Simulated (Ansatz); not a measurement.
## Random alloy of the diamond Si-C (dilute carbon) line, x = 0.1094 (64 atoms) under strain

Aim: relax random alloy of the diamond Si-C (dilute carbon) line, x = 0.1094 (64 atoms), then change its volume and shape to read moduli from the stress.

Method: Kohn-Sham DFT, PBE, PAW (set soft_2), plane waves, in Ansatz 0.2.0.

### 1. Set-up

The cell holds 64 atoms: 57 Si and 7 C. Cell: a = 10.520 Å, b = 10.520 Å, c = 10.520 Å, α = 90.0°, β = 90.0°, γ = 90.0°. It derives from Si (diamond Si-C (dilute carbon)) and C, repeated 2×2×2. Diamond Si-C (dilute carbon): 64 atoms, 7 of 64 Si sites given to C at random, cell and internal coordinates interpolated linearly between the end members (Vegard's rule); not relaxed, displaced by a Gaussian of 0.02 Å. Lattice constants are starting values near those of PBE.

Limits known from the start: The Brillouin zone is sampled at Γ only.

### 2. Single point at the start

A single point comes first, to see the forces before anything moves.

input.yaml

```yaml
crystal:
  lattice:
    - [10.52022, 0.0, 0.0]
    - [0.0, 10.52022, 0.0]
    - [0.0, 0.0, 10.52022]
  atoms:
    - { symbol: Si, position: [0.00309, 0.99884, 0.999] }
    - { symbol: C, position: [0.12296, 0.12665, 0.12062] }
    - { symbol: Si, position: [0.00332, 0.24855, 0.25061] }
    - { symbol: Si, position: [0.12453, 0.37778, 0.37108] }
    - { symbol: Si, position: [0.24939, 0.99927, 0.25216] }
    - { symbol: Si, position: [0.37291, 0.12467, 0.37333] }
    - { symbol: C, position: [0.25008, 0.25111, 0.99791] }
    - { symbol: C, position: [0.37718, 0.37671, 0.12596] }
    - { symbol: Si, position: [0.00171, 0.9987, 0.49977] }
    - { symbol: Si, position: [0.12322, 0.12449, 0.62601] }
    - { symbol: Si, position: [0.99869, 0.24925, 0.74869] }
    - { symbol: Si, position: [0.12339, 0.37372, 0.87498] }
    - { symbol: Si, position: [0.24788, 0.00045, 0.75316] }
    - { symbol: Si, position: [0.37641, 0.12464, 0.87331] }
    - { symbol: Si, position: [0.24858, 0.25322, 0.5001] }
    - { symbol: Si, position: [0.37379, 0.37536, 0.62899] }
    - { symbol: C, position: [0.00023, 0.50117, 0.00057] }
    - { symbol: Si, position: [0.12433, 0.62283, 0.12434] }
    - { symbol: C, position: [0.9996, 0.75112, 0.25159] }
    - { symbol: Si, position: [0.12677, 0.87554, 0.37668] }
    - { symbol: Si, position: [0.24857, 0.50238, 0.25098] }
    - { symbol: Si, position: [0.37443, 0.62593, 0.37486] }
    - { symbol: Si, position: [0.25215, 0.75289, 0.00415] }
    - { symbol: Si, position: [0.37235, 0.87225, 0.12404] }
    - { symbol: Si, position: [0.0003, 0.50167, 0.5006] }
    - { symbol: Si, position: [0.12116, 0.62442, 0.62657] }
    - { symbol: Si, position: [0.00044, 0.75145, 0.74958] }
    - { symbol: Si, position: [0.12462, 0.87535, 0.87578] }
    - { symbol: Si, position: [0.25038, 0.50023, 0.74873] }
    - { symbol: Si, position: [0.37572, 0.62523, 0.87715] }
    - { symbol: Si, position: [0.25228, 0.75035, 0.49929] }
    - { symbol: Si, position: [0.37379, 0.87581, 0.62515] }
    - { symbol: Si, position: [0.49935, 8.0e-05, 0.99882] }
    - { symbol: Si, position: [0.62633, 0.12415, 0.12733] }
    - { symbol: C, position: [0.50077, 0.25113, 0.24792] }
    - { symbol: Si, position: [0.62532, 0.37641, 0.37319] }
    - { symbol: Si, position: [0.74949, 6.0e-05, 0.24739] }
    - { symbol: Si, position: [0.8756, 0.12661, 0.37337] }
    - { symbol: Si, position: [0.75067, 0.24751, 0.99993] }
    - { symbol: Si, position: [0.87193, 0.37713, 0.12578] }
    - { symbol: Si, position: [0.49995, 0.99853, 0.50242] }
    - { symbol: Si, position: [0.62874, 0.12147, 0.62735] }
    - { symbol: Si, position: [0.50309, 0.25064, 0.74772] }
    - { symbol: Si, position: [0.62664, 0.37466, 0.87385] }
    - { symbol: Si, position: [0.74766, 0.00105, 0.75151] }
    - { symbol: Si, position: [0.87381, 0.12599, 0.87282] }
    - { symbol: Si, position: [0.75152, 0.25009, 0.49965] }
    - { symbol: Si, position: [0.87481, 0.37665, 0.62643] }
    - { symbol: Si, position: [0.50101, 0.50026, 0.00015] }
    - { symbol: Si, position: [0.62618, 0.62544, 0.1263] }
    - { symbol: Si, position: [0.49941, 0.74537, 0.25197] }
    - { symbol: Si, position: [0.62916, 0.87584, 0.37481] }
    - { symbol: Si, position: [0.74974, 0.49977, 0.25003] }
    - { symbol: Si, position: [0.87287, 0.62402, 0.3731] }
    - { symbol: Si, position: [0.75047, 0.74944, 0.00094] }
    - { symbol: Si, position: [0.87467, 0.87688, 0.12541] }
    - { symbol: Si, position: [0.50416, 0.49639, 0.49877] }
    - { symbol: Si, position: [0.62671, 0.62981, 0.62453] }
    - { symbol: Si, position: [0.50008, 0.74957, 0.75253] }
    - { symbol: Si, position: [0.62445, 0.87629, 0.87439] }
    - { symbol: C, position: [0.74758, 0.5006, 0.75096] }
    - { symbol: Si, position: [0.87746, 0.62479, 0.87383] }
    - { symbol: Si, position: [0.75107, 0.75046, 0.50053] }
    - { symbol: Si, position: [0.87486, 0.87721, 0.6257] }
kpoints:
  mp_grid: { grid: [1, 1, 1] }
hamiltonian:
  xc: pbe
scf:
  occupations: { method: fixed }
output:
  forces: true
```

Launch:

```sh
> ansatz run input.yaml --threads 4 --pin off --max-ram 8192MiB --backend cpu --events-out ev --progress --plain --runs-dir out
```

Numbers of over 12 decimals in the logs are rounded to 6 here.

The program printed:

```text
Engine: ansatz 0.2.0, aarch64-unknown-linux-gnu
Pseudopotentials: kind: paw
Pseudopotential: Si, paw, valence charge 4, recommended cutoff 420 eV (normal), Si.paw.azcp
Pseudopotential: C, paw, valence charge 4, recommended cutoff 420 eV (normal), C.paw.azcp
[... 5 lines on functional and potentials left out ...]
Crystal: 64 atoms, lattice volume = 1164.326 Å³
Basis set: ecut = 420 eV, 22887 PW (Γ), exchange–correlation on 144×144×144 points (8 copies of the dense FFT grid, shifted against one another)
Bands: 192, of which v1, the nominal top of the filled ones, is band 128 counted from 1 (127 counted from 0)
Symmetry: 1 space group operations
Space group: P1 (ITA 1), of the structure as read, at distance tolerance 1.1e-4 Å
k-points: 1
[... 5 lines on functional and potentials left out ...]
Initial density: superposition of atomic densities (neutral atoms: chi_scale 0, normalization atom), corrected by the library's trained network
Initial wavefunctions: pseudopotential atomic-orbital guess
Functional: x = pbe(κ = 0.804, μ = 0.219515), c = pbe(β = 0.066725)
SCF iter   1: F=—  HF=-37964.888777 eV  |F-HF|=—  |Δ(HF+E_count)|=         —  Δρ=3.92e-3  dr2=3.33e-1  ethr=1.77e-3  ⟨swp⟩=5.0  Hψ=669  notcnv=0  defer=59
preconditioner: auto → Resta (q_TF=auto, 2.120 Å⁻¹)  ε∞=5.5  [insulator: Δε(μ)=0.237 eV  Ē_g=8.180 eV  n_scr=178 (ndim 8)  ℏωp=17.4 eV  f_vac=0.000  ε∞_Penn≈5.5]
SCF iter   2: F=—  HF=-37964.831294 eV  |F-HF|=—  |Δ(HF+E_count)|=   5.75e-2  Δρ=2.30e-3  dr2=9.49e-2  ethr=1.30e-4  ⟨swp⟩=2.0  Hψ=201  notcnv=0  defer=62
SCF iter   3: F=—  HF=-37964.819485 eV  |F-HF|=—  |Δ(HF+E_count)|=   1.18e-2  Δρ=1.70e-3  dr2=6.75e-2  ethr=3.71e-5  ⟨swp⟩=3.0  Hψ=259  notcnv=0  defer=33
automatic band count: iteration 3 solves 163 bands in place of 192: the levels show a gap, and the empty bands left out lie too high to hold charge; the band table lists the bands solved (type scf.n_extra_bands for more)
SCF iter   4: F=—  HF=-37964.810835 eV  |F-HF|=—  |Δ(HF+E_count)|=   8.65e-3  Δρ=3.88e-4  dr2=2.71e-3  ethr=2.64e-5  ⟨swp⟩=2.0  Hψ=240  notcnv=0  defer=33
SCF iter   5: F=—  HF=-37964.811491 eV  |F-HF|=—  |Δ(HF+E_count)|=   6.55e-4  Δρ=2.26e-4  dr2=9.55e-4  ethr=1.06e-6  ⟨swp⟩=2.0  Hψ=257  notcnv=0  defer=33
SCF iter   6: F=—  HF=-37964.811584 eV  |F-HF|=—  |Δ(HF+E_count)|=   9.32e-5  Δρ=7.92e-5  dr2=8.57e-5  ethr=3.73e-7  ⟨swp⟩=2.0  Hψ=238  notcnv=0  defer=30
SCF iter   7: F=—  HF=-37964.813113 eV  |F-HF|=—  |Δ(HF+E_count)|=   1.53e-3  Δρ=6.18e-5  dr2=7.76e-5  ethr=3.35e-8  ⟨swp⟩=2.0  Hψ=291  notcnv=0  defer=30
SCF iter   8: F=—  HF=-37964.813111 eV  |F-HF|=—  |Δ(HF+E_count)|=   1.67e-6  Δρ=1.45e-5  dr2=2.85e-6  ethr=3.03e-8  ⟨swp⟩=2.0  Hψ=238  notcnv=0  defer=30
SCF iter   9: F=—  HF=-37964.813114 eV  |F-HF|=—  |Δ(HF+E_count)|=   2.19e-6  Δρ=6.05e-6  dr2=5.49e-7  ethr=1.11e-9  ⟨swp⟩=2.0  Hψ=255  notcnv=0  defer=30
SCF iter  10: F=-37964.813114 eV  HF=-37964.813114 eV  |F-HF|=6.80e-8  |Δ(HF+E_count)|=   4.21e-7  Δρ=2.50e-6  dr2=9.71e-8  ethr=3.91e-11  ⟨swp⟩=3.0  Hψ=678  notcnv=0
SCF 1 converged in 10 iterations: F = -37964.813114 eV  dr2 = 9.71e-8
  greatest PAW one-centre occupation: 0.656 electrons in one spin orbital (limit 2), on the C atom at site 6 (counted from 0), in its partial waves of l = 0
SCF converged after 10 iterations
Free energy (F): -37964.813114 eV
Harris-Foulkes:  -37964.813114 eV  (|F-HF|=6.80e-8)
Internal energy: -37964.813114 eV  (E = F + TS)
E sigma→0 (E₀):  -37964.813114 eV
Fermi energy:    6.615218 eV
--- Per-component energies (eV) ---
  E_band       = 345.712820
  E_kinetic    = 2917.057413
  E_local      = -2234.215921  (includes V_loc(G=0)·N_el)
  E_nonlocal   = 1685.989984
  E_hartree    = 621.726830
  E_xc         = -3482.655242
  E_vxc        = -3081.526260  (∫ρ·V_xc dr)
  E_paw        = -29924.363126  (= ΣΔE_a)
  E_vpaw       = -185.047061  (= ΣTr[D̂ρ^β])
  E_aug_tail   = 0.000363  (compensation charges beyond the density's cutoff)
  E_ewald      = -7548.353415
  E_smearing   = -0.000000  (= −TS)
  E_closure    = -0.000000  (closes the sum)
  Σ components = -37964.813114   (vs F -37964.813114, Δ=0.00e0)
--- Forces (eV/Å), atoms counted from 1 ---
  atom   1  Si     1.14370493     2.39648626     1.77939621
  atom   2  C      0.19269376    -0.13053733     0.28466009
  atom   3  Si     1.31861253    -1.25238965    -2.68487365
  atom   4  Si     0.12348925    -0.33765785     0.62129433
  atom   5  Si    -1.62122744     1.68247705    -2.49104506
  atom   6  Si     1.98729138     2.06067719    -1.19276962
  atom   7  C     -0.20033713    -0.03997577     0.04054766
  atom   8  C      0.02851078    -0.16888995    -0.07713837
  atom   9  Si    -0.42159507     0.23222115    -0.16800656
  atom  10  Si     0.50830832     0.09411112    -0.32570479
  atom  11  Si    -0.05189692     0.19368474     0.32012250
  atom  12  Si     0.22403744     0.37266066     3.69171958
  atom  13  Si     0.08324159     0.13140312    -0.36667432
  atom  14  Si    -1.58475247     1.95078198     1.89173441
[...]
atom  63  Si     0.45542670     0.14457585    -0.18846967
  atom  64  Si    -0.11344036    -0.04005920     0.02864651
  max |Σ_I F_I| component: 5.57e-5 eV/Å
```

The job ended after 5.4 s (4 threads of Arm Neoverse V1, shared host; peak memory 0.97 GiB).

In the SCF lines HF is the Harris–Foulkes energy and dr2 the Hartree energy of the density residual, in eV; the loop may stop once dr2 is under the threshold and the program's other checks hold. Hψ counts applications of the Hamiltonian.

The r.m.s. force at the start is 1.1 eV/Å.

### 3. Cell and atoms relaxed

The cell is relaxed with the atoms, since the starting lattice needn't suit this functional.

input.yaml

```yaml
crystal:
  lattice:
    - [10.52022, 0.0, 0.0]
    - [0.0, 10.52022, 0.0]
    - [0.0, 0.0, 10.52022]
  atoms:
    [... the 64 atom lines of step 2 ...]
kpoints:
  mp_grid: { grid: [1, 1, 1] }
hamiltonian:
  xc: pbe
scf:
  occupations: { method: fixed }
output:
  forces: true
relax:
  f_tol: 0.05
  max_steps: 150
  cell: {}
```

The program printed:

```text
[...]
Crystal: 64 atoms, lattice volume = 1164.326 Å³
Basis set: ecut = 420 eV, 22887 PW (Γ), exchange–correlation on 144×144×144 points (8 copies of the dense FFT grid, shifted against one another)
Bands: 192, of which v1, the nominal top of the filled ones, is band 128 counted from 1 (127 counted from 0)
Symmetry: 1 space group operations
[...]
k-points: 1
[...]
SCF iter   1: F=—  HF=-37964.888777 eV  |F-HF|=—  |Δ(HF+E_count)|=         —  Δρ=3.92e-3  dr2=3.33e-1  ethr=1.77e-3  ⟨swp⟩=5.0  Hψ=669  notcnv=0  defer=59
[...]
SCF iter  10: F=-37964.813114 eV  HF=-37964.813114 eV  |F-HF|=6.81e-8  |Δ(HF+E_count)|=   4.21e-7  Δρ=2.50e-6  dr2=9.71e-8  ethr=3.91e-11  ⟨swp⟩=3.0  Hψ=678  notcnv=0
SCF 1 converged in 10 iterations: F = -37964.813114 eV  dr2 = 9.71e-8
[...]
relax step   1: F+E_penalty+E_count = -37964.81311408 eV  Δ(F+E_penalty+E_count) = +0.000e0 eV  max|allowed force component| = 3.692e0 eV/Å  Δτ_max = 0.0000 Å  P = +4.810 GPa  Ω = 1164.326 Å³  (10 SCF iters, dr2 threshold 1.00e-7 eV, accepted)
[... from here on, the SCF cycles and remarks between the steps are left out ...]
relax step   2: F+E_penalty+E_count = -37973.30517491 eV  Δ(F+E_penalty+E_count) = -8.492e0 eV  max|allowed force component| = 1.873e0 eV/Å  Δτ_max = 0.1948 Å  P = +0.777 GPa  Ω = 1178.305 Å³  energy of the carried Pulay correction = -4.264e-3 eV  (9 SCF iters, dr2 threshold 6.40e-6 eV, accepted)
relax step   3: F+E_penalty+E_count = -37977.03284734 eV  Δ(F+E_penalty+E_count) = -3.728e0 eV  max|allowed force component| = 7.872e-1 eV/Å  Δτ_max = 0.2000 Å  P = -1.301 GPa  Ω = 1184.695 Å³  energy of the carried Pulay correction = -6.196e-3 eV  (8 SCF iters, dr2 threshold 6.40e-6 eV, accepted)
relax step   4: F+E_penalty+E_count = -37977.96051995 eV  Δ(F+E_penalty+E_count) = -9.277e-1 eV  max|allowed force component| = 6.689e-1 eV/Å  Δτ_max = 0.1854 Å  P = +0.665 GPa  Ω = 1150.723 Å³  energy of the carried Pulay correction = +4.199e-3 eV  (7 SCF iters, dr2 threshold 6.40e-6 eV, accepted)
relax step   5: F+E_penalty+E_count = -37978.12858062 eV  Δ(F+E_penalty+E_count) = -1.681e-1 eV  max|allowed force component| = 1.292e0 eV/Å  Δτ_max = 0.1772 Å  P = -0.365 GPa  Ω = 1161.611 Å³  energy of the carried Pulay correction = +8.341e-4 eV  (7 SCF iters, dr2 threshold 6.40e-6 eV, accepted)
relax step   6: F+E_penalty+E_count = -37978.35523456 eV  Δ(F+E_penalty+E_count) = -2.267e-1 eV  max|allowed force component| = 5.930e-1 eV/Å  Δτ_max = 0.1686 Å  P = -0.092 GPa  Ω = 1155.484 Å³  energy of the carried Pulay correction = +2.723e-3 eV  (7 SCF iters, dr2 threshold 6.40e-6 eV, accepted)
relax step   7: F+E_penalty+E_count = -37978.41071646 eV  Δ(F+E_penalty+E_count) = -5.548e-2 eV  max|allowed force component| = 2.311e-1 eV/Å  Δτ_max = 0.0675 Å  P = +0.026 GPa  Ω = 1154.485 Å³  energy of the carried Pulay correction = +3.033e-3 eV  (6 SCF iters, dr2 threshold 6.40e-6 eV, accepted)
relax step   8: F+E_penalty+E_count = -37978.42477926 eV  Δ(F+E_penalty+E_count) = -1.406e-2 eV  max|allowed force component| = 9.576e-2 eV/Å  Δτ_max = 0.0436 Å  P = -0.031 GPa  Ω = 1154.558 Å³  energy of the carried Pulay correction = +3.010e-3 eV  (5 SCF iters, dr2 threshold 3.34e-6 eV, accepted)
relax step   9: F+E_penalty+E_count = -37978.42805902 eV  Δ(F+E_penalty+E_count) = -3.280e-3 eV  max|allowed force component| = 6.801e-2 eV/Å  Δτ_max = 0.0288 Å  P = -0.010 GPa  Ω = 1153.843 Å³  energy of the carried Pulay correction = +3.231e-3 eV  (6 SCF iters, dr2 threshold 5.73e-7 eV, accepted)
relax step  10: F+E_penalty+E_count = -37978.43313627 eV  Δ(F+E_penalty+E_count) = -5.077e-3 eV  max|allowed force component| = 2.822e-2 eV/Å  Δτ_max = 0.0173 Å  P = +0.000 GPa  Ω = 1153.637 Å³  energy of the carried Pulay correction = +3.295e-3 eV  (6 SCF iters, dr2 threshold 2.89e-7 eV, accepted)
relax step  11: F+E_penalty+E_count = -37978.42878844 eV  Δ(F+E_penalty+E_count) = +4.348e-3 eV  max|allowed force component| = 2.816e-2 eV/Å  Δτ_max = 0.0000 Å  P = -0.005 GPa  Ω = 1153.637 Å³  stress off target by 2.85e-2 GPa  SCF on the basis re-selected at this cell (its energy is not comparable with the rows above)  (5 SCF iters)
basis re-selected at this cell: Δ(F+E_penalty+E_count) = +4.348e-3 eV, ΔP = -0.005 GPa vs the last step (what re-selecting the basis moved, of the pressure what is left beyond the Pulay correction that the steps carried, after the strain that the cell walked since its last selection, [...]
SCF converged after 5 iterations
Free energy (F): -37978.428788 eV
[...]
Internal energy: -37978.428788 eV  (E = F + TS)
E sigma→0 (E₀):  -37978.428788 eV
Fermi energy:    6.954411 eV
[...]
--- Forces (eV/Å), atoms counted from 1 ---
  atom   1  Si     0.00669400     0.00881046     0.01335600
  atom   2  C      0.00015401     0.01602308     0.01263352
  atom   3  Si    -0.00420738    -0.01221277    -0.01625974
  atom   4  Si    -0.01016457     0.01569290     0.01282181
  atom   5  Si    -0.01564246    -0.00422394    -0.00979195
  atom   6  Si     0.00840826    -0.00475093     0.00009345
  atom   7  C      0.00764488    -0.02815912    -0.01696545
  atom   8  C      0.01879143     0.01912482     0.00818743
  atom   9  Si    -0.00178036    -0.00313873    -0.00094207
  atom  10  Si     0.00287527     0.00102010    -0.00200221
  atom  11  Si    -0.00823952     0.00379386     0.00085944
  atom  12  Si     0.00263153     0.00683686     0.00993366
  atom  13  Si     0.00211029    -0.00558986    -0.00276133
  atom  14  Si    -0.00057226     0.00119430     0.00320187
[...]
atom  63  Si    -0.00354400    -0.00706438    -0.00103794
  atom  64  Si     0.00368503     0.00415008     0.00630198
  max |Σ_I F_I| component: 5.00e-6 eV/Å
--- Stress (GPa, compression-positive) ---
        0.000500      -0.017391       0.010571
       -0.017391       0.009364      -0.001305
        0.010571      -0.001305      -0.023714
  P = ⅓ Tr σ = -0.0046 GPa (-0.046 kbar)
--- Relaxed structure (10 steps of the walk, 10 accepted, 1 SCFs on fresh bases) ---
  F+E_penalty+E_count = -37978.42878844 eV   max|allowed force component| = 2.816e-2 eV/Å   (the final SCF, on the basis selected at the relaxed cell)
  cell:  # Å, volume = 1153.6372 Å³
    - [10.498744, -0.015471, -0.00517953]
    - [-0.015471, 10.509037, -0.00636401]
    - [-0.00517953, -0.00636401, 10.456111]
  atoms:
    - { symbol: Si, position: [0.032279, 1.027425, 1.030720] }
    - { symbol: C, position: [0.158142, 0.152574, 0.116766] }
    - { symbol: Si, position: [0.026117, 0.240999, 0.218440] }
    - { symbol: Si, position: [0.121928, 0.373484, 0.368758] }
[...]
- { symbol: Si, position: [0.875438, 0.871940, 0.625438] }
```

Wall time 49 s (4 threads); peak memory 0.98 GiB; 3.1 min of CPU time.

The relaxation converged after 10 steps, with a largest force component of 0.028 eV/Å.

(Continued in part 2 of 3.)

[Logs are printed without paths, hosts, clocks, repeated set-up lines and the standing remarks that a program may print on its own settings, such as how far it seeks lower states.]

[Hosts, paths, dates, database ids (printed as entryN), source tags and the programs' standing remarks are cut or masked in the printed files.]
